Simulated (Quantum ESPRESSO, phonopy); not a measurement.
# Grüneisen parameters and expansion of CdF2 (Fm-3m), part 3 of 3

Aim: how the vibrations of CdF2 shift with volume, and the expansion that follows.

Quantum ESPRESSO 7.5; DFT LDA, scalar-relativistic, plane waves, GBRV ultrasoft pseudopotentials.

So far. Step 32 (Lattice dynamics at this volume, V/V0 1.06): The time given is that of the 2 pw.x runs on displaced cells behind this step.

### 33. Mode Grüneisen parameters (continued)

Table of mean mode Grueneisen parameter by wavenumber:

| wavenumber (cm⁻¹) | mean mode Grueneisen parameter |
| --- | --- |
| 7 | - |
| 21 | 1.32 |
| 48 | 1.08 |
| 62 | 1.13 |
| 89 | 1 |
| 103 | 1.16 |
| 117 | 1.78 |
| 144 | 2.72 |
| 158 | 2.42 |
| 172 | 2.21 |
| 199 | 2.93 |
| 213 | 2.91 |
| 241 | 2.64 |
| 254 | 2.46 |
| 268 | 2.35 |
| 296 | 2.18 |
| 309 | 2.05 |
| 323 | 1.93 |
| 351 | 1.78 |
| 364 | 1.75 |
| 392 | 1.49 |
| 406 | 1.47 |

Volume series, by row:

| V/V0 | V (Å³/atom) | pressure (GPa) | E - E0 (meV/atom) | gap (eV) | zero-point energy (meV/atom) | lowest on the path (cm⁻¹) | highest at Gamma without the LO-TO term (cm⁻¹) |
| --- | --- | --- | --- | --- | --- | --- | --- |
| 0.97 | 12.09 | 4.252 | 5.064 | 3.019 | 45.93 | 0 | 336.8 |
| 0.985 | 12.27 | 2.072 | 1.3 | 2.965 | 44.59 | 0 | 327.5 |
| 1 | 12.46 | 0.078 | 0 | 2.913 | 43.27 | 0 | 318.4 |
| 1.015 | 12.65 | -1.749 | 0.949 | 2.861 | 41.97 | 0 | 309.6 |
| 1.03 | 12.83 | -3.423 | 3.867 | 2.81 | 40.7 | 0 | 301.1 |
| 1.045 | 13.02 | -4.956 | 8.68 | 2.76 | 39.44 | 0 | 292.8 |
| 1.06 | 13.21 | -6.358 | 15.22 | 2.712 | 38.21 | 0 | 284.8 |

The optical frequency at Gamma without the LO-TO term by V/V0:

| V/V0 | mode 4 (cm⁻¹) | mode 7 (cm⁻¹) |
| --- | --- | --- |
| 0.9700 | 261 | 337 |
| 0.9850 | 250 | 327 |
| 1.0000 | 240 | 318 |
| 1.0150 | 230 | 310 |
| 1.0300 | 220 | 301 |
| 1.0450 | 210 | 293 |
| 1.0600 | 200 | 285 |

Grüneisen at points, by row:

| point | branch | frequency (cm⁻¹) | mode Grüneisen parameter |
| --- | --- | --- | --- |
| Γ | 4 | 240 | 2.88 |
| Γ | 6 | 318.4 | 1.87 |
| Γ | 9 | 390.6 | 1.36 |
| X | 1 | 111.4 | 1.15 |
| X | 3 | 122.6 | 6.35 |
| X | 4 | 160 | 4.28 |
| X | 6 | 199.7 | 1.39 |
| X | 7 | 366.2 | 1.83 |
| X | 9 | 412.4 | 1.45 |
| U | 1 | 107.2 | 1.02 |
| U | 2 | 133.5 | 5.53 |
| U | 3 | 144.2 | 1.43 |
| U | 4 | 168.6 | 0.97 |
| U | 5 | 195.3 | 3.19 |
| U | 6 | 226.6 | 3.01 |
| U | 7 | 347.5 | 1.94 |
| U | 8 | 359 | 1.74 |
| U | 9 | 401.4 | 1.51 |
| K | 1 | 107.2 | 1.02 |
| K | 2 | 133.5 | 5.53 |
| K | 3 | 144.2 | 1.43 |
| K | 4 | 168.6 | 0.97 |
| K | 5 | 195.3 | 3.19 |
| K | 6 | 226.6 | 3.01 |
| K | 7 | 347.5 | 1.94 |
| K | 8 | 359 | 1.74 |
| K | 9 | 401.4 | 1.51 |
| L | 1 | 88.3 | 0.68 |
| L | 3 | 188 | 1.9 |
| L | 4 | 266.8 | 2.19 |
| L | 6 | 300.3 | 2.27 |
| L | 8 | 307.4 | 1.61 |
| L | 9 | 361.3 | 1.57 |
| W | 1 | 119.5 | 6.67 |
| W | 2 | 121.2 | 1.47 |
| W | 3 | 155.1 | 1.04 |
| W | 5 | 173.8 | 3.74 |
| W | 6 | 290.3 | 2.25 |
| W | 8 | 380.7 | 1.71 |
| W | 9 | 397.5 | 1.52 |

### 34. Quasi-harmonic fit by phonopy

This step gave:

* volume expansion coefficient at 300 K: 57.51 1e-6/K
* isothermal bulk modulus at 300 K: 110.1 GPa
* C_P at 300 K: 23.21 J/mol-atom/K
* Grüneisen parameter at 300 K: 2.168

Table of energy (each curve on its own zero) by volume; values in meV/atom:

| volume (Å³/atom) | static | F at 0 K | F at 300 K | F at 900 K |
| --- | --- | --- | --- | --- |
| 12.085 | 5.06 | 8.98 | 12.9 | 26.6 |
| 12.272 | 1.3 | 3.88 | 6.67 | 16.0 |
| 12.459 | 0 | 1.25 | 2.79 | 7.75 |
| 12.646 | 0.95 | 0.9 | 1.1 | 1.47 |
| 12.832 | 3.87 | 2.55 | 1.31 | -3.06 |
| 13.019 | 8.68 | 6.1 | 3.31 | -6.06 |
| 13.206 | 15.2 | 11.4 | 6.95 | -7.63 |

Phonopy-qha, vinet fit of F(V) at each temperature; no electronic free energy. Qha vinet, by row:

| T (K) | fitted volume (Å³/atom) | alpha_V (1e-6/K) | B_T (GPa) | C_P (J/mol-atom/K) | Grueneisen |
| --- | --- | --- | --- | --- | --- |
| 100 | 12.6 | 27.02 | 120.4 | 11.96 | 2.064 |
| 150 | 12.62 | 39.67 | 118.1 | 17.07 | 2.111 |
| 200 | 12.65 | 47.68 | 115.6 | 20.11 | 2.131 |
| 250 | 12.68 | 53.21 | 112.9 | 21.98 | 2.148 |
| 300 | 12.71 | 57.51 | 110.1 | 23.21 | 2.168 |
| 350 | 12.75 | 61.25 | 107.2 | 24.11 | 2.19 |
| 400 | 12.79 | 64.76 | 104.1 | 24.82 | 2.214 |
| 450 | 12.84 | 68.26 | 101 | 25.42 | 2.241 |
| 500 | 12.88 | 71.9 | 97.7 | 25.97 | 2.27 |
| 550 | 12.93 | 75.77 | 94.32 | 26.49 | 2.302 |
| 600 | 12.98 | 79.98 | 90.82 | 27.03 | 2.336 |
| 650 | 13.03 | 84.63 | 87.2 | 27.59 | 2.374 |

Volume expansion coefficient, phonopy-qha, Vinet against temperature:

temperature (K), volume expansion coefficient, phonopy-qha, Vinet (1e-6/K) and a bar from the least value:
```
       75       18.4 
      100       27.0 ####
      125       34.1 #######
      150       39.7 #########
      200       47.7 #############
      225       50.6 ##############
      250       53.2 ###############
      275       55.5 ################
      300       57.5 #################
      325       59.4 ##################
      350       61.2 ###################
      400       64.8 ####################
      425       66.5 #####################
      450       68.3 ######################
      475       70.1 #######################
      500       71.9 #######################
      525       73.8 ########################
      550       75.8 #########################
      600       80.0 ###########################
      625       82.2 ############################
      650       84.6 #############################
      675       87.2 ##############################
```

The fit gives a volume expansion of 57.5 × 10⁻⁶/K at 300 K.

### 35. Results

```
volume expansion coefficient at 300 K  : 57.51 1e-6/K
isothermal bulk modulus at 300 K       : 110.1 GPa
C_P at 300 K                           : 23.21 J/mol-atom/K
Grüneisen parameter at 300 K           : 2.168
mean mode Grüneisen parameter at 300 K : 2.02
```

**Reading.** Near room temperature CdF2 expands by 57.5 × 10⁻⁶/K in volume by LDA, with C_P = 23.2 J/(mol K) per mole of atoms and B_T = 110 GPa. The q-mesh is coarse, and the expansion can converge slowly with it. The table stops at 675 K because beyond it the fitted volume comes within 1 % of the largest computed cell, where the fit loses its support. C_P at room temperature is 93 % of the classical 3R an atom. The heat-capacity-weighted Grüneisen parameter goes from 1.66 at 50 K to 2.01 at 800 K. Weighting γ by the density of states and each mode's heat capacity at 300 K, modes below 140 cm⁻¹ give about 20 % of the sum of γC that drives the expansion, those up to 280 cm⁻¹ 50 % and the rest 30 %. Among the labelled points γ is largest for branch 1 at W (120 cm⁻¹, 6.7) and smallest for branch 1 at L (88.3 cm⁻¹, 0.68). The supercell is small: only its own wavevectors are exact, and branches between them are interpolated and can be misplaced.

[Logs are printed without paths, hosts, clocks, repeated set-up lines and the standing remarks that a program may print on its own settings, such as how far it seeks lower states.]

[Hosts, paths, dates, database ids (printed as entryN), source tags and the programs' standing remarks are cut or masked in the printed files.]

[A step with changed settings may run another functional than the one named; its input shows which.]

[Of the runs on displaced cells, only some may be shown.]
